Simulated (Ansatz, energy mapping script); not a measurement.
# Spin model of LiNiSe2 in the alpha-NaFeO2 structure from collinear orders, part 2 of 2

How strongly do the moments of LiNiSe2 in the alpha-NaFeO2 structure couple under PBEsol+U (1.2 eV)? The plan is to run several orders and fit a Heisenberg model.

PBEsol with U = 1.2 eV on Ni d, ortho-atomic projectors; plane waves, U on orthogonalised atomic orbitals unless named otherwise, collinear spin, no spin–orbit coupling.

So far. Step 8 (Run 5 (parallel; cell C, 8 atoms)): The run ends ferromagnetic. For each magnetic atom its energy differs from the parallel run of the first cell by 1.52 meV, an error that one common reference would have brought in. Step 9 (Compensated +− start in cell C (8 atoms)): The run ends antiferromagnetic, 12.89 meV a magnetic atom above the parallel order of its cell (energies taken at zero occupation width, not the printed F).

**10. Parallel start in cell D (8 atoms)**

The parallel order again, as the reference for this cell.

This run holds the same structure in another cell (b 6.096 → 3.520 Å, c 6.338 → 12.178 Å, α 99.2 → 81.7°, β 106.1 → 81.7°, γ 90.0 → 60.0°).

Contents of input.yaml:

```yaml
crystal:
  lattice:
    - [1.759824408, -3.048105288, 8.519e-06]
    - [3.519648816, 0.0, 0.0]
    - [1.759824408, -1.016001534, 12.007637601]
  atoms:
    - { symbol: Li, position: [0.0, 0.0, 0.0] }
    - { symbol: Li, position: [0.5, 0.5, 0.5] }
    - { symbol: Ni, position: [0.75, 0.75, 0.75], spin: 2.0 }
    - { symbol: Ni, position: [0.25, 0.25, 0.25], spin: 2.0 }
    - { symbol: Se, position: [0.879097295, 0.879097295, 0.362708115] }
    - { symbol: Se, position: [0.379097295, 0.379097295, 0.862708115] }
    - { symbol: Se, position: [0.620902705, 0.620902705, 0.137291885] }
    - { symbol: Se, position: [0.120902705, 0.120902705, 0.637291885] }
magnetization:
  spin_polarized: true
kpoints:
  mp_grid: { grid: [10, 10, 10] }
hamiltonian:
  xc: pbesol
  hubbard:
    sites:
      - { species: Ni, l: d, u_eff: 1.2 }
      - { site: 2, l: d, u_eff: 1.2, starting_ns: [{ spin: up, occupation_matrix: ni2_major }, { spin: down, occupation_matrix: ni2_minor }] }
      - { site: 3, l: d, u_eff: 1.2, starting_ns: [{ spin: up, occupation_matrix: ni2_major }, { spin: down, occupation_matrix: ni2_minor }] }
    projectors: ortho-atomic
    occupation_matrices:
      ni2_major:
        matrix:
          - [0.984, 0.0, 0.0, 0.0, 0.0]
          - [0.0, 0.899, 0.0, 0.0, 0.059]
          - [0.0, 0.0, 0.899, 0.059, 0.0]
          - [0.0, 0.0, 0.059, 0.94, 0.0]
          - [0.0, 0.059, 0.0, 0.0, 0.94]
      ni2_minor:
        matrix:
          - [0.976, 0.0, 0.0, 0.0, 0.0]
          - [0.0, 0.704, 0.0, 0.0, 0.179]
          - [0.0, 0.0, 0.704, 0.179, 0.0]
          - [0.0, 0.0, 0.179, 0.86, 0.0]
          - [0.0, 0.179, 0.0, 0.0, 0.86]
scf:
  occupations: { method: fermi_dirac, width: 0.05 }
output:
  eigenvalues: true
```

Started as:

```console
ansatz run input.yaml --threads 4 --pin off --max-ram 8192MiB --backend cpu --events-out ev --progress --plain --runs-dir out
```

It took 1.9 min on 4 threads of Arm Neoverse V1, shared host; peak memory 3.5 GiB.

The run ends ferromagnetic. For each magnetic atom its energy differs from the parallel run of the first cell by -2.97 meV, an error that one common reference would have brought in.

**11. Run 8 (compensated +−; cell D, 8 atoms)**

This order reverses 0 of the 6 neighbours at 3.52 Å and 6 of the 6 neighbours at 6.34 Å, counted for an average magnetic atom.

input.yaml, as its differences from that of step 10:

```diff
@@ -9,3 +9,3 @@
     - { symbol: Ni, position: [0.75, 0.75, 0.75], spin: 2.0 }
-    - { symbol: Ni, position: [0.25, 0.25, 0.25], spin: 2.0 }
+    - { symbol: Ni, position: [0.25, 0.25, 0.25], spin: -2.0 }
     - { symbol: Se, position: [0.879097295, 0.879097295, 0.362708115] }
@@ -24,3 +24,3 @@
       - { site: 2, l: d, u_eff: 1.2, starting_ns: [{ spin: up, occupation_matrix: ni2_major }, { spin: down, occupation_matrix: ni2_minor }] }
-      - { site: 3, l: d, u_eff: 1.2, starting_ns: [{ spin: up, occupation_matrix: ni2_major }, { spin: down, occupation_matrix: ni2_minor }] }
+      - { site: 3, l: d, u_eff: 1.2, starting_ns: [{ spin: up, occupation_matrix: ni2_minor }, { spin: down, occupation_matrix: ni2_major }] }
     projectors: ortho-atomic
```

The job ended after 69 s (4 threads; peak memory 3.2 GiB; 4.5 min of CPU time).

The run ends antiferromagnetic, 17.62 meV a magnetic atom above the parallel order of its cell (energies taken at zero occupation width, not the printed F).

**12. Mapping onto a Heisenberg model**

Each energy difference is a sum of couplings weighted by the pairs that the order reverses. A few near shells are fitted to the differences by least squares. Energies are those extrapolated to zero occupation width, not the free energies F.

The orders that converged (zero: parallel moments in the same cell):

| order | atoms | energy (meV a magnetic atom) | moments (μB) | moments kept as typed | opposed neighbours at 3.52, 6.34 Å |
| --- | --- | --- | --- | --- | --- |
| parallel in cell A | 8 | 0.00 | 0.62 | yes | 0, 0 |
| compensated +− in cell A | 8 | 16.95 | 0.37 | yes | 4, 4 |
| parallel in cell B | 12 | 0.00 | 0.64 | yes | 0, 0 |
| parallel in cell C | 8 | 0.00 | 0.61 | yes | 0, 0 |
| compensated +− in cell C | 8 | 12.89 | 0.41 | yes | 4, 2 |
| parallel in cell D | 8 | 0.00 | 0.60 | yes | 0, 0 |
| compensated +− in cell D | 8 | 17.62 | 0.51 | yes | 0, 6 |

Fitted to E = −Σ J e·e over ordered pairs of unit vectors (J > 0 favours parallel moments):

| pair | distance (Å) | neighbours | J (meV) |
| --- | --- | --- | --- |
| Ni–Ni | 3.52 | 6 | 0.782 |
| Ni–Ni | 6.34 | 6 | 1.44 |

These orders cannot tell some unfitted shells from fitted ones: the value at 3.52 Å holds J(3.52) + J(6.10) + 2 J(9.31) and the value at 6.34 Å holds J(6.34) + 2 J(8.06); other unfitted shells add to the values wholly or in part. No temperature is drawn.

Adding the shell at 7.25 Å gives 0.76, 1.4 and 0.11 meV, an exact solve that tests nothing.

The script's first fit took in one more shell; these couplings were computed anew from the same energies.

Limits of this fit: the pairs at 6.10 and 7.04 Å are left out of the fit, though near enough to matter; moments change by up to 39 % between orders; the parallel runs differ by 4.5 meV between cells, so mesh or basis is not converged; 1 of the orders did not finish or lost their signs.

**13. Results**

| Quantity | Value |
| --- | --- |
| lowest order tried | parallel |
| largest fitted value (a combination of shells), Ni–Ni at 6.34 Å | 1.44 meV |

**Reading.** Of the orders tried, LiNiSe2 in the alpha-NaFeO2 structure prefers parallel moments under PBEsol+U (1.2 eV). Orders that were not tried, spirals among them, may lie lower. The largest fitted value is 1.4 meV, at 6.34 Å. It is a combination of shells that these orders cannot split, so neither its size nor its sign can be laid on that pair alone. The orders also reverse pairs at 6.10 and 7.25 Å, which are not fitted, so the fitted values hold their part too. With 3 differences for 2 couplings the fit misses by 0.86 meV at most, a small part of the spread. Taking in the shell at 7.25 Å as well gives 0.76, 1.4 and 0.11 meV. The shorter fit, which has an equation to spare, is the one used. In the fitted orders moments change by up to 39 % against the parallel run of the same cell, so a model of fixed spins is doubtful here. The pairs at 6.10 and 7.04 Å are nearer than the strongest fitted shell or at most 15 % farther, and these orders do not fix their coupling, so no ordering temperature is given. Every order is gapless on its mesh at this level. In a metal exchange reaches farther, and a short model of fixed moments is less apt; where the compound is in fact an insulator, these couplings come from a wrongly metallic state. With a near shell that the orders cannot separate, no temperature is given. The fit is in doubt: the parallel runs differ by 4.5 meV between cells, so mesh or basis is not converged. The couplings are then rough, the small ones most of all. The cell was built from a prototype and relaxed; a distortion that needs a larger cell, or another structure that the compound may prefer, is not captured.

[Logs and program files are shortened in this print: banners, set-up blocks, solver, clock and traceback lines can be left out without a mark of their own.]

[Logs are printed without paths, hosts, clocks, repeated set-up lines and the standing remarks that a program may print on its own settings, such as how far it seeks lower states.]

[Hosts, paths, dates, database ids (printed as entryN), source tags and the programs' standing remarks are cut or masked in the printed files.]

[Where a cell is said to come from a database of computed structures, the database is the Materials Project.]
